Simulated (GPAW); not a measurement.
## W2CS2 MXene monolayer: work function by functional and basis

Wanted: work functions and dipole of W2CS2 MXene monolayer, with the cost of each level.

Calculated with GPAW 26.7.0; GPAW, PAW setups; layer in a repeated cell with vacuum, relaxation of atoms and in-plane cell, in the first sound run; inputs show where later runs differ.

Report form: the programs' logs are mostly left out.

### Step 1. Set-up

The cell holds 5 atoms: 2 S, 2 W and 1 C. Its edges and angles: a = 3.125 Å, b = 3.125 Å, c = 19.950 Å, α = 90.0°, β = 90.0°, γ = 120.0°. Vacuum lies along c.

### Step 2. Relaxing the atoms

The atoms are relaxed first, since the surface dipole, and with it the work function, follows the positions of the outer layers.

The input, run.py:

```python
import json
import numpy as np
from ase import Atoms
from ase.filters import FrechetCellFilter
from ase.optimize import BFGS
from gpaw import GPAW, PW

slab = Atoms(
    ['S', 'W', 'C', 'W', 'S'],
    positions=[
        [-0.00000, 1.80446, 7.00000],
        [1.56270, 0.90223, 8.74184],
        [0.00000, 0.00000, 9.97504],
        [-0.00000, 1.80446, 11.20825],
        [1.56270, 0.90223, 12.95008]],
    cell=[[3.12541, 0.0, 0.0], [-1.5627, 2.70668, 0.0], [0.0, 0.0, 19.9501]],
    pbc=[True, True, True])

slab.calc = GPAW(mode=PW(600), xc='PBE', kpts={'size': (12, 12, 1), 'gamma': True},
                 occupations={'name': 'fermi-dirac', 'width': 0.05}, nbands='160%',
                 convergence={'density': 1e-05}, maxiter=200,
                 symmetry={'tolerance': 1e-3}, txt='slab.txt')
result = {}
# The in-plane cell is free; stress needs a cell that repeats along all three vectors
path = []
opt = BFGS(FrechetCellFilter(slab, mask=[1, 1, 0, 0, 0, 1]), maxstep=0.2)
opt.attach(lambda: path.append((slab.get_potential_energy(), slab.positions.tolist(), slab.get_forces().tolist())))
result['relaxed'] = bool(opt.run(fmax=0.02, steps=45))
result['path'] = path
result['cell'] = slab.cell.tolist()
print('in-plane lattice', slab.cell.cellpar().round(4)[[0, 1, 5]])
energy = slab.get_potential_energy()
fermi = slab.calc.get_fermi_level()
v = slab.calc.get_electrostatic_potential().mean((0, 1)) - fermi
n = slab.calc.get_pseudo_density().mean((0, 1))
L = slab.cell[2, 2]
z = np.arange(len(v)) * L / len(v)
low, high = slab.positions[:, 2].min(), slab.positions[:, 2].max()
below, above = np.interp([low - 4.8, high + 4.8], z, v)
slopes = [np.interp(x, z, np.gradient(v, z)) for x in (low - 4.8, high + 4.8)]
eps = np.array([[slab.calc.get_eigenvalues(k, s) for k in range(len(slab.calc.get_ibz_k_points()))]
                for s in range(slab.calc.get_number_of_spins())]) - fermi
top, bottom = eps[eps < 0].max(), eps[eps > 0].min()
dipole = slab.get_dipole_moment()[2]
print(f'energy {energy:.4f} eV, Fermi level {fermi:.4f} eV, dipole {dipole:.5f} e A')
print(f'potential 4.8 A off the faces, from the Fermi level: lower {below:.4f} eV, upper {above:.4f} eV')
print(f'slope of the potential there: lower {slopes[0]:.5f}, upper {slopes[1]:.5f} eV/A')
print(f'nearest levels on the mesh: {top:.4f} and {bottom:.4f} eV')
print('magnetic moment', round(slab.get_magnetic_moment(), 3))
result.update(energy=energy, fermi=fermi, dipole=dipole, below=below, above=above, slopes=slopes, edges=[top, bottom],
              z=z.tolist(), v=v.tolist(), n=n.tolist(), positions=slab.positions.tolist(),
              forces=slab.get_forces(apply_constraint=False).tolist(), moments=slab.get_magnetic_moments().tolist())
json.dump(result, open('result.json', 'w'))
```

Started as:

```sh
> OMP_NUM_THREADS=1 OPENBLAS_NUM_THREADS=1 python run.py
```

Run time: 8 min. Hardware: 1 thread of AMD EPYC 9R14 (Zen 4), shared host; peak memory 0.45 GiB.

Numbers from this step:

* dipole along the normal: -1.70e-4 e·Å
* levels nearest the Fermi level on the mesh: -0.09298, 0.04618 eV from the Fermi level

The electrostatic potential energy of an electron (without an applied field's), less the Fermi level, planar mean oscillates, so the rows of the table below give means over windows of 1.66 Å about each position, cut where the curve ends. Its maxima inside the range that stand out by 2 % of the span (Å: eV): 8.0: -5.98, 9.6: -12.2, 10.3: -12.2, 12.0: -5.98. Its minima: 7.3: -18.0, 8.9: -23.5, 10.0: -14.5, 11.1: -23.5, 12.6: -18.0.

Table of electrostatic potential energy of an electron (without an applied field's), less the Fermi level, planar mean by z; means over each step:

```
z (Å)  electrostatic potential energy of an electron (without an applied field's), less the Fermi level, planar mean (eV)
 0.83                                                                                                                5.08
 2.49                                                                                                                5.08
 4.15                                                                                                                5.08
 5.81                                                                                                                3.92
 7.47                                                                                                               -9.98
 9.13                                                                                                               -16.9
10.79                                                                                                               -17.0
12.45                                                                                                               -10.1
14.11                                                                                                                3.80
15.77                                                                                                                5.08
17.43                                                                                                                5.08
19.09                                                                                                                5.08
```

The pseudo valence density, planar mean by z:

```
z (Å)  pseudo valence density, planar mean (e/Å³)
  4.0                                      8.4e-5
  4.5                                      3.9e-4
  5.0                                     0.00187
  5.5                                     0.00922
  6.0                                      0.0459
  6.5                                       0.195
  7.0                                       0.394
  7.5                                       0.452
  8.0                                       0.455
  8.5                                       0.793
  9.0                                        1.40
  9.5                                       0.728
 10.0                                       0.644
 10.5                                       0.767
 11.0                                        1.42
 11.5                                       0.715
 12.0                                       0.457
 12.5                                       0.435
 13.0                                       0.387
 13.5                                       0.173
 14.0                                      0.0395
 14.5                                     0.00792
 15.0                                     0.00162
 15.5                                      3.4e-4
 16.0                                      7.3e-5
```

The relaxation lowered the energy of the cell by 0.542 eV (energies extrapolated to zero smearing; the optimiser's log prints free energies). The largest force left on a free atom is 0.020 eV/Å.

### Step 3. Plane waves, PBE

The work function is the vacuum plateau of the electrostatic potential less the Fermi level; a dipole layer lets the two faces have plateaus of their own.

This step: GPAW, PAW setups; slab in vacuum (GPAW 26.7.0).

The cell differs from the one that the last finished run ended in (c 19.950 → 19.366 Å).

run.py, as its differences from that of step 2:

```diff
@@ -3,4 +3,2 @@
 from ase import Atoms
-from ase.filters import FrechetCellFilter
-from ase.optimize import BFGS
 from gpaw import GPAW, PW
@@ -10,23 +8,16 @@
     positions=[
-        [-0.00000, 1.80446, 7.00000],
-        [1.56270, 0.90223, 8.74184],
-        [0.00000, 0.00000, 9.97504],
-        [-0.00000, 1.80446, 11.20825],
-        [1.56270, 0.90223, 12.95008]],
-    cell=[[3.12541, 0.0, 0.0], [-1.5627, 2.70668, 0.0], [0.0, 0.0, 19.9501]],
-    pbc=[True, True, True])
+        [-0.00000, 1.88845, 7.00000],
+        [1.63544, 0.94422, 8.61686],
+        [-0.00000, -0.00000, 9.68318],
+        [-0.00000, 1.88845, 10.74951],
+        [1.63544, 0.94422, 12.36636]],
+    cell=[[3.27088, -0.0, 0.0], [-1.63544, 2.83266, 0.0], [0.0, 0.0, 19.3664]],
+    pbc=[True, True, False])
 
-slab.calc = GPAW(mode=PW(600), xc='PBE', kpts={'size': (12, 12, 1), 'gamma': True},
+slab.calc = GPAW(mode=PW(500), xc='PBE', kpts={'size': (12, 12, 1), 'gamma': True},
                  occupations={'name': 'fermi-dirac', 'width': 0.05}, nbands='160%',
                  convergence={'density': 1e-05}, maxiter=200,
+                 poissonsolver={'dipolelayer': 'xy'},
                  symmetry={'tolerance': 1e-3}, txt='slab.txt')
 result = {}
-# The in-plane cell is free; stress needs a cell that repeats along all three vectors
-path = []
-opt = BFGS(FrechetCellFilter(slab, mask=[1, 1, 0, 0, 0, 1]), maxstep=0.2)
-opt.attach(lambda: path.append((slab.get_potential_energy(), slab.positions.tolist(), slab.get_forces().tolist())))
-result['relaxed'] = bool(opt.run(fmax=0.02, steps=45))
-result['path'] = path
-result['cell'] = slab.cell.tolist()
-print('in-plane lattice', slab.cell.cellpar().round(4)[[0, 1, 5]])
 energy = slab.get_potential_energy()
```

The job ended after 41 s (1 thread; peak memory 0.26 GiB).

Numbers from this step:

```yaml
dipole_along_the_normal: -4.98e-4 e·Å
levels_nearest_the_fermi_level_on_the_mesh: -0.09295, 0.04615 eV from the Fermi level
upper_work_function: 5.089 eV
lower_work_function: 5.078 eV
```

Electrostatic potential energy of an electron (without an applied field's), less the Fermi level, planar mean against z:

z (Å), electrostatic potential energy of an electron (without an applied field's), less the Fermi level, planar mean (eV) and a bar from the least value:
```
      0.0        5.1 ##############################
      0.5        5.1 ##############################
      1.0        5.1 ##############################
      1.5        5.1 ##############################
      2.0        5.1 ##############################
      2.5        5.1 ##############################
      3.0        5.1 ##############################
      3.5        5.1 ##############################
      4.0        5.1 ##############################
      4.5        5.1 ##############################
      5.0        5.0 ##############################
      5.5        4.7 ##############################
      6.0        3.0 ############################
      6.5       -4.3 ####################
      7.0      -17.9 #####
      7.5       -7.6 ################
      8.0       -9.7 ##############
      8.5      -22.5 
      9.0      -17.2 ######
      9.5      -13.2 ##########
     10.0      -12.3 ###########
     10.5      -20.4 ##
     11.0      -19.7 ###
     11.5       -7.3 #################
     12.0      -10.3 #############
     12.5      -16.0 #######
     13.0       -1.3 #######################
     13.5        3.7 #############################
     14.0        4.8 ##############################
     14.5        5.0 ##############################
     15.0        5.1 ##############################
     15.5        5.1 ##############################
     16.0        5.1 ##############################
     16.5        5.1 ##############################
     17.0        5.1 ##############################
     17.5        5.1 ##############################
     18.0        5.1 ##############################
     18.5        5.1 ##############################
     19.0        5.1 ##############################
```

Table of pseudo valence density, planar mean by z:

```
z (Å)  pseudo valence density, planar mean (e/Å³)
  3.5                                      4.6e-5
  4.0                                      2.1e-4
  4.5                                      1.0e-3
  5.0                                     0.00479
  5.5                                      0.0244
  6.0                                       0.111
  6.5                                       0.337
  7.0                                       0.382
  7.5                                       0.473
  8.0                                       0.547
  8.5                                        1.34
  9.0                                       0.966
  9.5                                       0.651
 10.0                                       0.673
 10.5                                        1.17
 11.0                                        1.10
 11.5                                       0.478
 12.0                                       0.483
 12.5                                       0.383
 13.0                                       0.276
 13.5                                      0.0769
 14.0                                      0.0157
 14.5                                     0.00313
 15.0                                      6.6e-4
 15.5                                      1.4e-4
```

The potential is flat to 1.5e-5 eV/Å where it is read, so the vacuum is wide enough.

### Step 4. Self-consistent run: xc = "revPBE"

The same geometry under revPBE, to see how far the functional moves the levels against the vacuum.

run.py, as its differences from that of step 3:

```diff
@@ -16,3 +16,3 @@
 
-slab.calc = GPAW(mode=PW(500), xc='PBE', kpts={'size': (12, 12, 1), 'gamma': True},
+slab.calc = GPAW(mode=PW(500), xc='revPBE', kpts={'size': (12, 12, 1), 'gamma': True},
                  occupations={'name': 'fermi-dirac', 'width': 0.05}, nbands='160%',
```

Run time: 41 s. Hardware: 1 thread; peak memory 0.26 GiB.

Numbers from this step:

* levels nearest the Fermi level on the mesh: -0.09340, 0.04502 eV from the Fermi level
* upper work function: 4.990 eV
* lower work function: 4.979 eV

Table of electrostatic potential energy of an electron (without an applied field's), less the Fermi level, planar mean by z:

z (Å), electrostatic potential energy of an electron (without an applied field's), less the Fermi level, planar mean (eV) and a bar from the least value:
```
      0.0        5.0 ##############################
      0.5        5.0 ##############################
      1.0        5.0 ##############################
      1.5        5.0 ##############################
      2.0        5.0 ##############################
      2.5        5.0 ##############################
      3.0        5.0 ##############################
      3.5        5.0 ##############################
      4.0        5.0 ##############################
      4.5        5.0 ##############################
      5.0        4.9 ##############################
      5.5        4.6 ##############################
      6.0        3.0 ############################
      6.5       -4.3 ####################
      7.0      -17.9 #####
      7.5       -7.6 ################
      8.0       -9.8 ##############
      8.5      -22.6 
      9.0      -17.3 ######
      9.5      -13.2 ##########
     10.0      -12.4 ###########
     10.5      -20.4 ##
     11.0      -19.8 ###
     11.5       -7.3 #################
     12.0      -10.3 #############
     12.5      -16.0 #######
     13.0       -1.3 #######################
     13.5        3.7 #############################
     14.0        4.7 ##############################
     14.5        4.9 ##############################
     15.0        5.0 ##############################
     15.5        5.0 ##############################
     16.0        5.0 ##############################
     16.5        5.0 ##############################
     17.0        5.0 ##############################
     17.5        5.0 ##############################
     18.0        5.0 ##############################
     18.5        5.0 ##############################
     19.0        5.0 ##############################
```

Pseudo valence density, planar mean against z:

```
z (Å)  pseudo valence density, planar mean (e/Å³)
    3                                      1.1e-5
    4                                      2.1e-4
    5                                     0.00468
    6                                       0.111
    7                                       0.382
    8                                       0.547
    9                                       0.966
   10                                       0.673
   11                                        1.10
   12                                       0.483
   13                                       0.276
   14                                      0.0155
   15                                      6.6e-4
   16                                      3.2e-5
```

Force by atom:

```
atom  x (eV/Å)  y (eV/Å)  z (eV/Å)   size
  S1     0.000     0.000    -0.141  0.141
  W2     0.000     0.000    -0.060  0.060
  C3     0.000     0.000     0.000  0.000
  W4     0.000     0.000     0.060  0.060
  S5     0.000     0.000     0.141  0.141
```

The upper face's work function is 4.990 eV, against 5.089 eV in the first plane-wave PBE run at this geometry.

### Step 5. Self-consistent run: xc = "LDA"

The same geometry under LDA, to see how far the functional moves the levels against the vacuum.

run.py, as its differences from that of step 4:

```diff
@@ -16,3 +16,3 @@
 
-slab.calc = GPAW(mode=PW(500), xc='revPBE', kpts={'size': (12, 12, 1), 'gamma': True},
+slab.calc = GPAW(mode=PW(500), xc='LDA', kpts={'size': (12, 12, 1), 'gamma': True},
                  occupations={'name': 'fermi-dirac', 'width': 0.05}, nbands='160%',
```

It took 41 s on 1 thread; peak memory 0.26 GiB.

This step gave:

- dipole along the normal: -4.97e-4 e·Å
- levels nearest the Fermi level on the mesh: -0.07925, 0.04774 eV from the Fermi level
- upper work function: 5.345 eV
- lower work function: 5.334 eV

The electrostatic potential energy of an electron (without an applied field's), less the Fermi level, planar mean oscillates, so the rows of the table below give means over windows of 1.74 Å about each position, cut where the curve ends. Its maxima inside the range that stand out by 2 % of the span (Å: eV): 7.6: -5.75, 9.4: -12.0, 10.0: -12.0, 11.7: -5.74. Its minima: 7.0: -17.7, 8.6: -23.1, 9.7: -14.1, 10.7: -23.1, 12.4: -17.7.

Electrostatic potential energy of an electron (without an applied field's), less the Fermi level, planar mean against z; means over each step:

```
z (Å)  electrostatic potential energy of an electron (without an applied field's), less the Fermi level, planar mean (eV)
 0.87                                                                                                                5.33
 2.61                                                                                                                5.33
 4.35                                                                                                                5.30
 6.09                                                                                                              -0.806
 7.83                                                                                                               -13.3
 9.57                                                                                                               -14.7
11.31                                                                                                               -13.8
13.05                                                                                                               -3.64
14.79                                                                                                                5.28
16.53                                                                                                                5.34
18.27                                                                                                                5.35
```

The upper face's work function is 5.345 eV, against 5.089 eV in the first plane-wave PBE run at this geometry.

### Step 6. OptPBE vdW: xc = "optPBE-vdW"

The same geometry under optPBE-vdW, to see how far the functional moves the levels against the vacuum (the van der Waals functionals take revPBE setups).

run.py, as its differences from that of step 5:

```diff
@@ -16,3 +16,3 @@
 
-slab.calc = GPAW(mode=PW(500), xc='LDA', kpts={'size': (12, 12, 1), 'gamma': True},
+slab.calc = GPAW(mode=PW(500), xc='optPBE-vdW', kpts={'size': (12, 12, 1), 'gamma': True},
                  occupations={'name': 'fermi-dirac', 'width': 0.05}, nbands='160%',
```

It took 50 s on 1 thread; peak memory 0.42 GiB.

Numbers from this step:

| Property | Result |
| --- | --- |
| levels nearest the Fermi level on the mesh | -0.08486, 0.04248 eV from the Fermi level |
| upper work function | 5.348 eV |
| lower work function | 5.337 eV |

The upper face's work function is 5.348 eV, against 5.089 eV in the first plane-wave PBE run at this geometry.

(Part 1 of 2 ends here.)

[Logs are printed without paths, hosts, clocks, repeated set-up lines and the standing remarks that a program may print on its own settings, such as how far it seeks lower states.]

[Hosts, paths, dates, database ids (printed as entryN), source tags and the programs' standing remarks are cut or masked in the printed files.]
